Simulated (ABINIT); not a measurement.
## CdS (Greenockite): bands and cutoff in G0W0 with ABINIT

What does each rung of G0W0 on CdS (Greenockite) cost, and what does it buy?

Calculated with ABINIT 10.8.3; PBE and many-body steps on it, plane waves.

### Step 1. Starting point

The structure is hexagonal, space group P6_3mc (No. 186). The conventional cell has a = 4.137 Å, b = 4.137 Å, c = 6.714 Å, α = 90.00°, β = 90.00°, γ = 120.00°. Cd has 4 S at 2.52 to 2.53 Å nearest. Nearest to S lie 4 Cd at 2.52 to 2.53 Å. Farther neighbours and most contacts between anions are not listed.

Coordinates:

```cif
data_structure
_symmetry_space_group_name_H-M 'P 1'
_symmetry_Int_Tables_number 1
_cell_length_a 4.1370
_cell_length_b 4.1370
_cell_length_c 6.7144
_cell_angle_alpha 90.000
_cell_angle_beta 90.000
_cell_angle_gamma 120.000
_cell_volume 99.52
loop_
_atom_site_label
_atom_site_type_symbol
_atom_site_fract_x
_atom_site_fract_y
_atom_site_fract_z
_atom_site_occupancy
Cd1 Cd 0.66667 0.33333 0.00000 1
Cd2 Cd 0.33333 0.66667 0.50000 1
S3 S 0.66667 0.33333 0.37500 1
S4 S 0.33333 0.66667 0.87500 1
```

The cell and positions come from the Crystallography Open Database and are kept as given unless a step says otherwise.

### Step 2. Empty states on the mesh, 3×3×2 mesh, 531 bands

This step: ABINIT 10.8.3; DFT, PBE, plane waves, norm-conserving pseudopotentials.

The sums over transitions need many empty states on a uniform mesh; this step solves for them.

run.abi reads:

```
acell 3*1.0 Angstrom
rprim 
  4.137000000025 -0.000000000006 0.000000000000
  -2.068500000008 3.582747095481 0.000000000000
  0.000000000000 0.000000000000 6.714400000000
ntypat 2
znucl 48 16
natom 4
typat 1 1 2 2
xred 
  0.666666666667 0.333333333333 0.000000000000
  0.333333333333 0.666666666667 0.500000000000
  0.666666666667 0.333333333333 0.375000000000
  0.333333333333 0.666666666667 0.875000000000
pp_dirpath "pseudos"
pseudos "Cd.upf, S.upf"
ecut 47
ngkpt 3 3 2
nshiftk 1
shiftk 0 0 0
kptopt 1
chksymbreak 0
iscf -2
irdden 1
istwfk *1
nband 531
nbdbuf 48
tolwfr 1e-09
nstep 60
prtvol 0
indata_prefix "in"
outdata_prefix "out"
tmpdata_prefix "tmp"
```

The run is started by

```
OMP_NUM_THREADS=1 mpirun -n 4 abinit run.abi > log
```

Numbers of over 12 decimals in the logs are rounded to 6 here.

Log:

```text
.Version 10.8.3 of ABINIT. v10.8.2 released Aug 2026.

 Symmetries : space group P6_3 m c (#186); Bravais hP (primitive hexag.)
[... echo of the input left out ...]
== DATASET  1 ==================================================================
-   mpi_nproc: 4, omp_nthreads: 1 (-1 if OMP is not activated)

--- !DatasetInfo
iteration_state: {dtset: 1, }
dimensions: {natom: 4, nkpt: 6, mband: 531, nsppol: 1, nspinor: 1, nspden: 1, mpw: 10374, }
cutoff_energies: {ecut:  47.0, pawecutdg:  -1.0, }
[...]
5.95640    5.95662    5.96560    5.96582    5.98941    5.99103    5.99476    5.99937
   6.00198    6.00339    6.01698    6.01879    6.02288    6.02535    6.02712    6.02906
   6.03055    6.03355    6.03735
 prteigrs : prtvol=0 or 1, do not print more k-points.

== END DATASET(S) ==============================================================
================================================================================

 -outvars: echo values of variables after computation  --------
            nband         531
             nkpt           6
          spgroup         186
 [... the other variables as echoed above ...]

 Calculation completed.
```

It took 21 min on 4 MPI ranks of Arm Neoverse V1, shared host; peak memory 0.98 GiB.

Numbers from this step:

* gap: 1.198 eV
* k of the valence top: 0, 0, 0
* k of the conduction bottom: 0, 0, 0
* least direct gap: 1.198 eV
* k points computed: 6
* lowest point of the top converged band, above the valence top: 150.9386 eV

On this mesh the gap is 1.198 eV.

The density comes from a self-consistent run that is not shown.

### Step 3. Screening, 3×3×2 mesh, 116 bands, screening to 68.6 eV

The RPA dielectric matrix is built and inverted for each q.

This step: RPA screening on PBE, plane waves, norm-conserving pseudopotentials.

Changes to run.abi since step 2:

```diff
@@ -22,10 +22,11 @@
 chksymbreak 0
-iscf -2
-irdden 1
 istwfk *1
-nband 531
-nbdbuf 48
-tolwfr 1e-09
-nstep 60
-prtvol 0
+occopt 1
+irdwfk 1
+optdriver 3
+nband 116
+ecuteps 2.52
+inclvkb 2
+awtr 1
+symchi 1
 indata_prefix "in"
```

Log:

```text
.Version 10.8.3 of ABINIT. v10.8.2 released Aug 2026.

 Symmetries : space group P6_3 m c (#186); Bravais hP (primitive hexag.)
[... echo of the input left out ...]
== DATASET  1 ==================================================================
-   mpi_nproc: 4, omp_nthreads: 1 (-1 if OMP is not activated)

--- !DatasetInfo
iteration_state: {dtset: 1, }
dimensions: {natom: 4, nkpt: 6, mband: 116, nsppol: 1, nspinor: 1, nspden: 1, mpw: 10374, }
cutoff_energies: {ecut:  47.0, pawecutdg:  -1.0, }
electrons: {nelect:   5.20000000E+01, charge:   0.00000000E+00, occopt:   1.00000000E+00, tsmear:   1.00000000E-02, }

 SCREENING: Calculation of the susceptibility and dielectric matrices

 Based on a program developped by R.W. Godby, V. Olevano, G. Onida, and L. Reining.
 Incorporated in ABINIT by V. Olevano, G.-M. Rignanese, and M. Torrent.
.Using double precision arithmetic ; gwpc =  8

[... cell and pseudopotentials left out ...]
--------------------------------------------------------------------------------

 ==== K-mesh for the wavefunctions ====
 Number of points in the irreducible wedge :     6
[... list of points left out ...]
 Together with 12 symmetry operations and time-reversal symmetry
 yields    18 points in the full Brillouin Zone.

 ==== Q-mesh for the screening function ====
 Number of points in the irreducible wedge :     6
[... list of points left out ...]
 Together with 12 symmetry operations and time-reversal symmetry
 yields    18 points in the full Brillouin Zone.

 setmesh: FFT mesh size selected  =    25x   25x   48
          total number of points  =        30000

 vcoul_init : cutoff-mode = AUXILIARY_FUNCTION
 q-points for optical limit:   1
     1)      0.000010    0.000020    0.000030

- screening: taking advantage of time-reversal symmetry
- Maximum band index for partially occupied states nbvw = 26
- Remaining bands to be divided among processors   nbcw = 90
- Number of bands treated by each node ~22

 Number of electrons calculated from density =   52.0000; Expected =   52.0000
 average of density, n =  0.077428
 r_s =    1.4555
 omega_plasma =   26.8414 [eV]

 calculating chi0 at frequencies [eV] :
  1    0.000000E+00    0.000000E+00
  2    0.000000E+00    2.684136E+01

--------------------------------------------------------------------------------
  q-point number  1        q = ( 0.000000, 0.000000, 0.000000) [r.l.u.]
--------------------------------------------------------------------------------
[... chi0 elements left out ...]
 For q-point:  0.000010 0.000020 0.000030
  dielectric constant =  13.6459
  dielectric constant without local fields =  14.3577

  Average fulfillment of the sum rule on Im[epsilon] for q-point    1 :     49.10  [%]
[... wings left out ...]
  q-point number  2        q = ( 0.333333, 0.000000, 0.000000) [r.l.u.]
--------------------------------------------------------------------------------
[... chi0 elements left out ...]
  Average fulfillment of the sum rule on Im[epsilon] for q-point    2 :     53.98  [%]

 [... 4 further q-points ...]
```

The job ended after 39 s (4 MPI ranks; peak memory 1.2 GiB; 2.6 min of CPU time).

This step gave:

| Quantity | Value |
| --- | --- |
| ε∞ with local fields, on this mesh, along the program's q direction | 13.65 |
| the same without local fields | 14.36 |
| plasma frequency | 26.84 eV |
| plane waves in the screening matrix | 135 |

Local fields lower ε∞ by 5 %. On a Γ-centred mesh this coarse the value itself is usually too large, while a short band sum pulls it down.

### Step 4. 116 bands, 68.6 eV

The self-energy is evaluated for the states that the input lists, and the levels follow from it, in one-shot runs by the linearised quasiparticle equation.

This step: G0W0 on PBE, plane waves, norm-conserving pseudopotentials.

Changes to run.abi since step 3:

```diff
@@ -25,8 +25,17 @@
 irdwfk 1
-optdriver 3
+optdriver 4
 nband 116
+gwcalctyp 0
+ecutsigx 47
+symsigma 1
+nkptgw 2
+kptgw 
+  0.0000000000 0.0000000000 0.0000000000
+  0.0000000000 0.0000000000 0.5000000000
+bdgw 
+  25 28
+  23 28
 ecuteps 2.52
-inclvkb 2
-awtr 1
-symchi 1
+irdscr 1
+ppmodel 1
 indata_prefix "in"
```

Log:

```text
.Version 10.8.3 of ABINIT. v10.8.2 released Aug 2026.

 Symmetries : space group P6_3 m c (#186); Bravais hP (primitive hexag.)
[... echo of the input left out ...]
== DATASET  1 ==================================================================
-   mpi_nproc: 4, omp_nthreads: 1 (-1 if OMP is not activated)

--- !DatasetInfo
iteration_state: {dtset: 1, }
dimensions: {natom: 4, nkpt: 6, mband: 116, nsppol: 1, nspinor: 1, nspden: 1, mpw: 10374, }
cutoff_energies: {ecut:  47.0, pawecutdg:  -1.0, }
electrons: {nelect:   5.20000000E+01, charge:   0.00000000E+00, occopt:   1.00000000E+00, tsmear:   1.00000000E-02, }

 SIGMA: Calculation of the GW corrections

 Based on a program developped by R.W. Godby, V. Olevano, G. Onida, and L. Reining.
 Incorporated in ABINIT by V. Olevano, G.-M. Rignanese, and M. Torrent.
.Using double precision arithmetic ; gwpc =  8

[... cell and pseudopotentials left out ...]
--------------------------------------------------------------------------------

 ==== K-mesh for the wavefunctions ====
 Number of points in the irreducible wedge :     6
[... list of points left out ...]
 Together with 12 symmetry operations and time-reversal symmetry
 yields    18 points in the full Brillouin Zone.

 ==== Q-mesh for screening function ====
 Number of points in the irreducible wedge :     6
[... list of points left out ...]
 Together with 12 symmetry operations and time-reversal symmetry
 yields    18 points in the full Brillouin Zone.

 vcoul_init : cutoff-mode = AUXILIARY_FUNCTION
 q-points for optical limit:   1
     1)      0.000010    0.000020    0.000030
 setmesh: FFT mesh size selected  =    45x   45x   80
          total number of points  =       162000

 Number of electrons calculated from density =   52.0000; Expected =   52.0000
 average of density, n =  0.077428
 r_s =    1.4555
 omega_plasma =   26.8414 [eV]

 === KS Band Gaps ===
  >>>> For spin  1
   Minimum direct gap =   1.1981 [eV], located at k-point      :   0.0000  0.0000  0.0000
   Fundamental gap    =   1.1981 [eV], Top of valence bands at :   0.0000  0.0000  0.0000
                                       Bottom of conduction at :   0.0000  0.0000  0.0000
 SIGMA fundamental parameters:
 PLASMON POLE MODEL  1
 number of plane-waves for SigmaX                10251
 number of plane-waves for SigmaC and W            135
 number of plane-waves for wavefunctions         10251
 number of bands                                   116
 number of independent spin polarizations            1
 number of spinorial components                      1
 number of k-points in IBZ                           6
 number of q-points in IBZ                           6
 number of symmetry operations                      12
 number of k-points in BZ                           18
 number of q-points in BZ                           18
 number of frequencies for dSigma/dE                 9
 frequency step for dSigma/dE [eV]                0.25
 number of omega for Sigma on real axis              0
 max omega for Sigma on real axis  [eV]           0.00
 zcut for avoiding poles [eV]                     0.10

 EPSILON^-1 parameters (SCR file):
 dimension of the eps^-1 matrix on file            135
 dimension of the eps^-1 matrix used               135
 number of plane-waves for wavefunctions         10251
 number of bands                                   116
 number of q-points in IBZ                           6
 number of frequencies                               2
 number of real frequencies                          1
 number of imag frequencies                          1

 matrix elements of self-energy operator (all in [eV])

 Perturbative Calculation

--- !SelfEnergy_ee
iteration_state: {dtset: 1, }
kpoint     : [   0.000,    0.000,    0.000, ]
spin       : 1
KS_gap     :    1.198
QP_gap     :    2.026
Delta_QP_KS:    0.828
data: !SigmaeeData |
     Band     E0 <VxcDFT>   SigX SigC(E0)      Z dSigC/dE  Sig(E)    E-E0       E
       25   4.369 -15.331 -18.293   2.576   0.784  -0.275 -15.634  -0.302   4.067
       26   4.369 -15.331 -18.293   2.576   0.784  -0.275 -15.634  -0.302   4.067
       27   5.567 -10.684  -6.575  -3.463   0.815  -0.226 -10.158   0.526   6.093
       28   7.145 -11.042  -6.562  -3.687   0.817  -0.224 -10.394   0.648   7.792

--- !SelfEnergy_ee
iteration_state: {dtset: 1, }
kpoint     : [   0.000,    0.000,    0.500, ]
spin       : 1
KS_gap     :    3.241
QP_gap     :    4.202
Delta_QP_KS:    0.961
data: !SigmaeeData |
     Band     E0 <VxcDFT>   SigX SigC(E0)      Z dSigC/dE  Sig(E)    E-E0       E
       23   3.969 -14.821 -17.893   2.631   0.783  -0.277 -15.166  -0.345   3.624
       24   3.969 -14.821 -17.893   2.631   0.783  -0.277 -15.166  -0.345   3.624
       25   3.969 -14.821 -17.893   2.631   0.783  -0.277 -15.166  -0.345   3.624
       26   3.969 -14.821 -17.893   2.631   0.783  -0.277 -15.166  -0.345   3.624
       27   7.211 -11.164  -6.784  -3.621   0.811  -0.233 -10.548   0.615   7.826
       28   7.211 -11.164  -6.784  -3.621   0.811  -0.233 -10.548   0.615   7.826

== END DATASET(S) ==============================================================
================================================================================

 -outvars: echo values of variables after computation  --------
           etotal      0.0000000000E+00
            nband         116
             nkpt           6
          spgroup         186
 [... the other variables as echoed above ...]

 Calculation completed.
```

The job ended after 6.7 s (4 MPI ranks; peak memory 1 GiB; 27 s of CPU time).

This step gave:

```
G0W0 gap on the points computed              : 2.026 eV
starting gap on the mesh                     : 1.198 eV
k of the valence top                         : 0, 0, 0
k of the conduction bottom                   : 0, 0, 0
Z at the valence top                         : 0.784
Z at the conduction bottom                   : 0.815
least direct G0W0 gap on the computed points : 2.026 eV
```

The gap on the mesh goes from 1.20 eV to 2.03 eV, a correction of +0.83 eV.

### Step 5. Screening, 3×3×2 mesh, 164 bands, screening to 90.6 eV

This step: RPA screening on PBE, plane waves, norm-conserving pseudopotentials.

Changes to run.abi since step 4:

```diff
@@ -25,17 +25,8 @@
 irdwfk 1
-optdriver 4
-nband 116
-gwcalctyp 0
-ecutsigx 47
-symsigma 1
-nkptgw 2
-kptgw 
-  0.0000000000 0.0000000000 0.0000000000
-  0.0000000000 0.0000000000 0.5000000000
-bdgw 
-  25 28
-  23 28
-ecuteps 2.52
-irdscr 1
-ppmodel 1
+optdriver 3
+nband 164
+ecuteps 3.33
+inclvkb 2
+awtr 1
+symchi 1
 indata_prefix "in"
```

Log:

```text
.Version 10.8.3 of ABINIT. v10.8.2 released Aug 2026.

 Symmetries : space group P6_3 m c (#186); Bravais hP (primitive hexag.)
[... echo of the input left out ...]
== DATASET  1 ==================================================================
-   mpi_nproc: 4, omp_nthreads: 1 (-1 if OMP is not activated)

--- !DatasetInfo
iteration_state: {dtset: 1, }
dimensions: {natom: 4, nkpt: 6, mband: 164, nsppol: 1, nspinor: 1, nspden: 1, mpw: 10374, }
cutoff_energies: {ecut:  47.0, pawecutdg:  -1.0, }
electrons: {nelect:   5.20000000E+01, charge:   0.00000000E+00, occopt:   1.00000000E+00, tsmear:   1.00000000E-02, }

 SCREENING: Calculation of the susceptibility and dielectric matrices

 Based on a program developped by R.W. Godby, V. Olevano, G. Onida, and L. Reining.
 Incorporated in ABINIT by V. Olevano, G.-M. Rignanese, and M. Torrent.
.Using double precision arithmetic ; gwpc =  8

[... cell and pseudopotentials left out ...]
--------------------------------------------------------------------------------

 ==== K-mesh for the wavefunctions ====
 Number of points in the irreducible wedge :     6
[... list of points left out ...]
 Together with 12 symmetry operations and time-reversal symmetry
 yields    18 points in the full Brillouin Zone.

 ==== Q-mesh for the screening function ====
 Number of points in the irreducible wedge :     6
[... list of points left out ...]
 Together with 12 symmetry operations and time-reversal symmetry
 yields    18 points in the full Brillouin Zone.

 setmesh: FFT mesh size selected  =    27x   27x   50
          total number of points  =        36450

 vcoul_init : cutoff-mode = AUXILIARY_FUNCTION
 q-points for optical limit:   1
     1)      0.000010    0.000020    0.000030

- screening: taking advantage of time-reversal symmetry
- Maximum band index for partially occupied states nbvw = 26
- Remaining bands to be divided among processors   nbcw = 138
- Number of bands treated by each node ~34

 Number of electrons calculated from density =   52.0000; Expected =   52.0000
 average of density, n =  0.077428
 r_s =    1.4555
 omega_plasma =   26.8414 [eV]

 calculating chi0 at frequencies [eV] :
  1    0.000000E+00    0.000000E+00
  2    0.000000E+00    2.684136E+01

--------------------------------------------------------------------------------
  q-point number  1        q = ( 0.000000, 0.000000, 0.000000) [r.l.u.]
--------------------------------------------------------------------------------
[... chi0 elements left out ...]
 For q-point:  0.000010 0.000020 0.000030
  dielectric constant =  13.6066
  dielectric constant without local fields =  14.3768

  Average fulfillment of the sum rule on Im[epsilon] for q-point    1 :     60.82  [%]
[... wings left out ...]
  q-point number  2        q = ( 0.333333, 0.000000, 0.000000) [r.l.u.]
--------------------------------------------------------------------------------
[... chi0 elements left out ...]
  Average fulfillment of the sum rule on Im[epsilon] for q-point    2 :     65.35  [%]

 [... 4 further q-points ...]
```

Run time: 68 s. Hardware: 4 MPI ranks; peak memory 1.5 GiB.

Numbers from this step:

```
ε∞ with local fields, on this mesh, along the program's q direction : 13.61
the same without local fields                                       : 14.38
plasma frequency                                                    : 26.84 eV
plane waves in the screening matrix                                 : 197
```

(Part 1 of 2 ends here.)

[Paths, hosts, dates, memory and timing lines, banners, echoed tables and standing remarks are left out of the program output.]

[Logs are printed without paths, hosts, clocks, repeated set-up lines and the standing remarks that a program may print on its own settings, such as how far it seeks lower states.]

[Runs of the session that timed out or met a known fault of the program may be left out.]

[No measured gap is set beside runs whose start may be inverted or whose files or cutoffs have a known fault.]

[Hosts, paths, dates, database ids (printed as entryN), source tags and the programs' standing remarks are cut or masked in the printed files.]

[G0W0 gaps are taken among the corrected bands and points alone; a level outside them can change the order at an edge.]

[Where Ansatz stands beside ABINIT at settings called matched, ABINIT's density can come from a denser mesh and the files from another edition; pairs whose starting gaps differed by over 0.03 eV were left out, so agreement reads better than it is.]
